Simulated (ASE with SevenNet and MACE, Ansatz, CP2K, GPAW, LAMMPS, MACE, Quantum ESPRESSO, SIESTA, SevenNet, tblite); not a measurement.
**Running liquid Zn23Cd15S38 at 1800 K (76 atoms) with machine-learned potentials**

How do the settings of machine-learned potentials change the result for liquid Zn23Cd15S38 at 1800 K (76 atoms)? A plane-wave run serves as the yardstick.

Calculated with ASE with SevenNet and MACE; the method is named at each step.

### Step 1. Starting point

The cell holds 76 atoms: 23 Zn, 15 Cd and 38 S. Cell: a = 11.895 Å, b = 11.895 Å, c = 11.895 Å, α = 90.0°, β = 90.0°, γ = 90.0°. 76 atoms (23 Zn, 15 Cd, 38 S) placed at random at 4.35 g/cm³, melted at 2500 K for 10 ps at fixed volume with the Stillinger-Weber II-VI potential (Zhou et al., Phys. Rev. B 88, 085309 (2013)). Snapshot at the end of a hold of 5 ps at 1800 K and fixed volume.

The yardstick, on the same geometry:

- method: Kohn-Sham DFT, PBE, PAW, plane waves (Ansatz 0.2.0); cutoff 420 eV, Γ point, fermi-dirac smearing of 0.05 eV; PAW set soft_2
- r.m.s. force component: 0.8509 eV/Å
- longest force: 2.828 eV/Å
- pressure: -1.136 GPa
- SCF cycles: 13
- time: 29 s on 4 threads of Arm Neoverse V2, shared host
- CPU time: 1.9 min

### Step 2. SevenNet l3i5 potential

Method: machine-learned interatomic potential SevenNet l3i5, trained on PBE(+U) plane-wave data.

run.py reads:

```python
import numpy as np
from ase.io import read
import mlip  # loads the published weights by name

atoms = read("structure.xyz")
atoms.calc = mlip.calc("7net-l3i5")
energy = atoms.get_potential_energy()
forces = atoms.get_forces()
print(f"energy {energy:.6f} eV")
print("forces (eV/A)")
for i, (a, f) in enumerate(zip(atoms, forces)):
    print(f"{i:4d} {a.symbol:2s} {f[0]:10.5f} {f[1]:10.5f} {f[2]:10.5f}")
stress = -atoms.get_stress(voigt=False) * 160.21766
print("stress (GPa, compression positive)")
for row in stress:
    print(" ".join(f"{x:10.4f}" for x in row))
```

structure.xyz reads:

```xyz
76
Lattice="11.89530 0.00000 0.00000 0.00000 11.89530 0.00000 0.00000 0.00000 11.89530" Properties=species:S:1:pos:R:3 pbc="T T T"
Zn 10.43551 10.29788 10.60430
Zn 0.65055 10.90525 7.36283
Zn 6.65720 11.42365 9.93377
Zn 8.71402 10.07104 1.45765
Zn 4.37033 10.23222 8.32504
Zn 11.28043 2.41284 8.68309
Zn 9.84657 6.42037 2.29972
Zn 11.00422 11.11152 4.30943
Zn 9.65898 4.35915 10.40161
Zn 0.72859 5.77445 4.31086
Zn 0.87966 11.68559 0.79496
Zn 3.63199 10.72219 0.37268
Zn 2.86344 10.35486 4.63726
Zn 2.15245 1.16966 9.80375
Zn 6.47866 0.56253 1.32728
Zn 8.33373 0.95971 11.10486
Zn 8.13876 11.85593 6.18698
Zn 1.96427 8.09356 3.08445
Zn 6.77854 2.92862 9.11525
Zn 7.13159 3.73263 1.17454
Zn 1.67248 4.24686 8.22881
Zn 9.92116 8.33979 5.35764
Zn 5.73817 11.54451 4.08485
Cd 11.06275 2.94016 1.90765
Cd 0.93925 7.17001 8.04777
Cd 4.95499 2.66383 5.05015
Cd 9.21719 8.87711 9.00748
Cd 1.45408 5.60887 0.15167
Cd 7.29753 7.09019 10.94748
Cd 6.89071 8.16351 4.44646
Cd 7.94202 4.84460 5.13675
Cd 4.51379 6.36494 6.72965
Cd 3.35091 2.83251 1.68176
Cd 11.75363 7.68329 11.56413
Cd 10.39102 3.06732 6.03032
Cd 4.30443 5.48219 10.23186
Cd 1.20440 1.84948 4.74230
Cd 4.96557 6.90796 1.49988
S 11.20549 8.33813 3.36423
S 9.85752 1.31764 3.84266
S 6.82814 7.73587 7.13885
S 4.12731 0.26312 1.88957
S 4.98330 4.63560 0.88001
S 1.63263 1.24449 7.31394
S 0.06019 4.73338 6.28238
S 7.54852 5.29888 9.10704
S 4.88968 8.62719 11.51322
S 3.55551 7.43504 8.99701
S 9.60070 6.49400 6.61188
S 5.95169 2.02375 11.14375
S 0.23910 4.26780 10.36295
S 10.25256 10.36390 6.91462
S 6.77842 10.42302 0.17010
S 4.04916 11.77421 10.06628
S 9.31164 2.76352 0.14845
S 3.87680 3.37755 9.00534
[... 16 atom lines left out ...]
S 10.22151 11.67012 0.78592
S 8.36347 9.88190 4.05772
S 6.71192 10.81592 7.68115
S 1.03489 11.32004 3.23314
```

Command:

```bash
OMP_NUM_THREADS=1 python run.py > output.txt
```

The log of the run:

```text
energy -214.946655 eV
forces (eV/A)
   0 Zn    1.04159    1.72740    0.78861
   1 Zn    0.37099    0.03363    0.38669
   2 Zn   -0.53636    0.18885   -0.34689
   3 Zn    0.32106   -0.19782    0.51415
   4 Zn   -0.62992   -0.02055   -0.77459
   5 Zn    0.45847   -0.77739    0.57400
   6 Zn    0.00535    0.62269    0.13914
   7 Zn   -1.05729   -0.03669    0.17479
   8 Zn   -0.38567    0.64009   -0.56629
   9 Zn    0.30143   -0.06461   -0.31983
  10 Zn   -0.52059   -0.18814   -0.33380
  11 Zn    0.03635   -1.09635   -1.35872
  12 Zn    0.41938    0.57200    0.25152
  13 Zn   -0.11288    0.03989    0.15366
  14 Zn   -0.70467    0.55860    0.41021
  15 Zn    0.81693   -0.15262   -0.26650
  16 Zn    0.57044   -0.27651    0.21163
  17 Zn   -0.49389    0.82601   -0.85593
  18 Zn   -0.24123    0.71144   -0.06448
  19 Zn    0.47300   -0.74154    0.37751
  20 Zn    0.35614   -0.51386    0.29956
  21 Zn    0.46001    0.55009   -0.11153
  22 Zn   -0.80663   -0.14267    0.08609
  23 Cd   -0.48367   -2.63748    0.17028
[...]
68 S     0.19520    0.13556   -0.27644
  69 S    -0.60336    0.82046    0.55450
  70 S    -1.04127   -1.05254   -0.70913
  71 S    -1.23768   -0.84989    0.27175
  72 S    -0.26608   -0.81368   -0.23612
  73 S     1.08421    2.16306   -0.68438
  74 S    -0.51097   -1.05602    1.15171
  75 S     1.14485    0.63828    1.22011
stress (GPa, compression positive)
   -1.9672     0.1781     0.6002
    0.1781    -0.2104    -0.2136
    0.6002    -0.2136    -2.0657
```

Wall time 8.9 s (1 thread of Arm Neoverse V2, shared host); peak memory 1.1 GiB.

Banners, paths, timers and routine set-up lines are dropped from the logs unmarked, and long logs keep their key lines alone; longer cuts are marked.

Against the reference:

* r.m.s. force component: 0.8176 eV/Å
* r.m.s. difference of force components: 129.5 meV/Å
* longest difference of force vectors: 648.1 meV/Å
* force difference over r.m.s. force: 15.22 %
* slope of forces against the reference's: 0.95
* correlation of force components: 0.9888
* pressure: -1.414 GPa
* pressure difference: -0.2782 GPa

Length of the force difference by element (eV/Å):

```
element  atoms  mean  most
     Cd     15  0.16  0.32
      S     38  0.23  0.65
     Zn     23  0.15  0.24
```

A closer look about Cd30, picked at random: 11 atoms, nearest first, numbered in the order of the input, with positions taken from that point.

```
atom      x      y      z  distance (Å)  bonds     Fx     Fy  Fz (eV/Å)
Cd30   0.00   0.00   0.00          0.00      3  -1.67  -1.38       1.08
 S74   1.47   1.72  -0.39          2.30      3   1.08   2.16      -0.68
 S69  -2.17   1.04  -0.85          2.56      3   0.20   0.14      -0.28
 S41  -0.06  -0.43   2.69          2.73      2   0.21   0.06      -0.85
Zn22   3.03   0.18   0.91          3.17      4   0.46   0.55      -0.11
 S59   0.89  -2.69  -1.48          3.20      3   0.24   1.20      -2.21
Cd31   1.05  -3.32   0.69          3.55      3  -0.22  -0.48       2.66
Zn23  -1.15   3.38  -0.36          3.59      2  -0.81  -0.14       0.09
Cd38  -1.93  -1.26  -2.95          3.74      2  -0.24   1.59       0.59
Cd32  -2.38  -1.80   2.28          3.75      4   0.26   0.16       0.30
 S49   2.71  -1.67   2.17          3.85      2  -1.03  -0.19      -0.75
```

Atoms are counted from 1 here, from 0 in the log.

Forces lie 15 % from the reference's, at 0.072 times its CPU time (on 1 against 4 cores).

### Step 3. MACE MP-0b3 medium potential

Method: machine-learned interatomic potential MACE MP-0b3 medium, trained on PBE(+U) plane-wave data.

run.py: that of step 2 with these lines changed.

```diff
@@ -5,3 +5,3 @@
 atoms = read("structure.xyz")
-atoms.calc = mlip.calc("7net-l3i5")
+atoms.calc = mlip.calc("mace-mp-0b3-medium")
 energy = atoms.get_potential_energy()
```

structure.xyz is that of step 2.

The log of the run:

```text
energy -216.784651 eV
forces (eV/A)
   0 Zn    0.89903    1.55401    0.62279
   1 Zn    0.29078    0.04653    0.30441
   2 Zn   -0.50608    0.29575   -0.32888
   3 Zn    0.25093   -0.08084    0.52190
   4 Zn   -0.47493   -0.01075   -0.63741
   5 Zn    0.52378   -0.78399    0.30522
   6 Zn   -0.01342    0.66901    0.23337
   7 Zn   -0.97997   -0.02361    0.25644
   8 Zn   -0.26121    0.52644   -0.62064
   9 Zn    0.21567   -0.04893   -0.35568
  10 Zn   -0.44572   -0.08621   -0.14747
  11 Zn    0.03059   -1.01009   -1.44263
  12 Zn    0.38563    0.59976    0.25218
  13 Zn   -0.07782    0.17958    0.11057
  14 Zn   -0.66860    0.63821    0.41548
  15 Zn    0.78182   -0.32050   -0.36111
  16 Zn    0.48056   -0.16457    0.08978
  17 Zn   -0.65313    0.81752   -0.80046
  18 Zn   -0.18087    0.73039   -0.23906
  19 Zn    0.37137   -0.82085    0.41339
  20 Zn    0.38397   -0.64929    0.29769
  21 Zn    0.41781    0.34656   -0.04928
  22 Zn   -0.81167    0.01148    0.13326
  23 Cd   -0.53038   -2.59577    0.07607
[...]
68 S     0.05987    0.12623   -0.31392
  69 S    -0.70824    0.69586    0.61407
  70 S    -1.02387   -0.88836   -0.71925
  71 S    -1.17732   -0.95758    0.20100
  72 S    -0.32791   -0.66874   -0.21850
  73 S     0.94419    2.10627   -0.75674
  74 S    -0.49551   -0.92567    1.24106
  75 S     1.13354    0.61942    0.89648
stress (GPa, compression positive)
   -1.5332     0.0688     0.4887
    0.0688     0.1276    -0.0758
    0.4887    -0.0758    -1.8105
```

It took 6.8 s on 1 thread; peak memory 0.85 GiB.

Numbers from this run, and their distance from the reference:

```yaml
r_m_s_force_component: 0.7943 eV/Å
r_m_s_difference_of_force_components: 160.1 meV/Å
longest_difference_of_force_vectors: 916.3 meV/Å
force_difference_over_r_m_s_force: 18.82 %
slope_of_forces_against_the_reference_s: 0.9179
correlation_of_force_components: 0.9834
pressure: -1.072 GPa
pressure_difference: 0.0642 GPa
```

Against the first run (15 %), the force difference from the reference is 19 %, at 0.82 times the CPU time.

### Step 4. MACE MP-0b2 small potential

Method: machine-learned interatomic potential MACE MP-0b2 small, trained on PBE(+U) plane-wave data.

run.py: that of step 3 with these lines changed.

```diff
@@ -5,3 +5,3 @@
 atoms = read("structure.xyz")
-atoms.calc = mlip.calc("mace-mp-0b3-medium")
+atoms.calc = mlip.calc("mace-mp-0b2-small")
 energy = atoms.get_potential_energy()
```

structure.xyz is that of step 3.

The log of the run:

```text
energy -216.310448 eV
forces (eV/A)
   0 Zn    0.90352    1.59630    0.62106
   1 Zn    0.32380    0.12532    0.37644
   2 Zn   -0.45733    0.29227   -0.31417
   3 Zn    0.33745   -0.24892    0.61165
   4 Zn   -0.39408   -0.08480   -0.77321
   5 Zn    0.36728   -0.81046    0.16659
   6 Zn   -0.02697    0.63494    0.13786
   7 Zn   -1.06948    0.15354    0.23791
   8 Zn   -0.31769    0.68730   -0.68384
   9 Zn    0.27648   -0.08632   -0.40605
  10 Zn   -0.40191   -0.24480   -0.15945
  11 Zn    0.02779   -1.24444   -1.49838
  12 Zn    0.33171    0.62935    0.06018
  13 Zn   -0.16822    0.15156    0.14224
  14 Zn   -0.74062    0.57283    0.47301
  15 Zn    0.66840   -0.34462   -0.37885
  16 Zn    0.50100   -0.10351    0.10367
  17 Zn   -0.57738    0.94952   -0.88905
  18 Zn   -0.08160    0.78942   -0.18388
  19 Zn    0.60853   -0.84653    0.38669
  20 Zn    0.43137   -0.47959    0.44036
  21 Zn    0.34253    0.26060   -0.00220
  22 Zn   -0.83236   -0.17711    0.06759
  23 Cd   -0.37760   -2.50659   -0.02111
[...]
68 S     0.12700    0.29323   -0.25806
  69 S    -0.60686    0.89870    0.43744
  70 S    -0.91683   -0.85592   -0.69022
  71 S    -1.21840   -0.86265    0.24384
  72 S    -0.28369   -0.73747   -0.33176
  73 S     1.05332    2.06812   -0.77331
  74 S    -0.60110   -1.00113    1.25055
  75 S     1.24073    0.57281    0.97413
stress (GPa, compression positive)
   -1.7634     0.0667     0.5781
    0.0667    -0.2178    -0.1163
    0.5781    -0.1163    -1.8538
```

It took 5.5 s on 1 thread; peak memory 0.67 GiB.

Against the reference:

| Property | Result |
| --- | --- |
| r.m.s. force component | 0.7902 eV/Å |
| r.m.s. difference of force components | 192.1 meV/Å |
| longest difference of force vectors | 1055 meV/Å |
| force difference over r.m.s. force | 22.57 % |
| slope of forces against the reference's | 0.9057 |
| correlation of force components | 0.9753 |
| pressure | -1.278 GPa |
| pressure difference | -0.1421 GPa |

Against the first run (15 %), the force difference from the reference is 23 %, at 0.67 times the CPU time.

### Step 5. All runs compared

Differences are against the plane-wave reference, forces as r.m.s. over components; share is that over the reference's r.m.s. force, slope the least-squares factor from reference forces to these. Total energies of different programs have different zeros and aren't compared.

```
                         run  Δ force, r.m.s. (meV/Å)  share (%)  slope  Δ pressure (GPa)  cores  CPU time  memory (GiB)
                   reference                        -          -      -                 -      4   1.9 min           2.4
     SevenNet l3i5 potential                      129       15.2  0.950            -0.278      1     8.1 s           1.1
MACE MP-0b3 medium potential                      160       18.8  0.918            0.0642      1     6.7 s          0.85
 MACE MP-0b2 small potential                      192       22.6  0.906            -0.142      1     5.4 s          0.67
```

Times of the machine-learned potentials are mostly Python's start and the loading of weights.

CPU time is summed over cores on a shared host, where runs went side by side, so it is rough. Symmetry, cutoffs, thresholds, outputs and thread counts weren't matched or tuned between programs; memory under MPI is the largest rank's times the ranks.

### Step 6. What came out

| Property | Result |
| --- | --- |
| nearest in forces | SevenNet l3i5 potential, 15 % |
| its CPU time | 8.1 s |

What this shows: Machine-learned potentials differ by 15 % (SevenNet l3i5 potential) to 23 % (MACE MP-0b2 small potential); they were trained on other programs' data. The frame stands for 1800 K, but pressures are static and levels are smeared at 580 K, under the temperature of the frame, which matters where levels are partly filled. Machine-learned potentials mimic data converged in k, so the reference's own k-point error enters their differences. The network of bonds at the start is that of the classical potential that made the cell, and needn't be the one that DFT or experiment would give. The electronic-structure runs sample only Γ, in a cell whose shortest periodic width is 12 Å, which is coarse for a cell with partly filled levels.

[Also dropped from logs without a mark: logging warnings of Python, and SIESTA's first energy breakdown and zero terms.]

[Logs are printed without paths, hosts, clocks, repeated set-up lines and the standing remarks that a program may print on its own settings, such as how far it seeks lower states.]

[Hosts, paths, dates, database ids (printed as entryN), source tags and the programs' standing remarks are cut or masked in the printed files.]
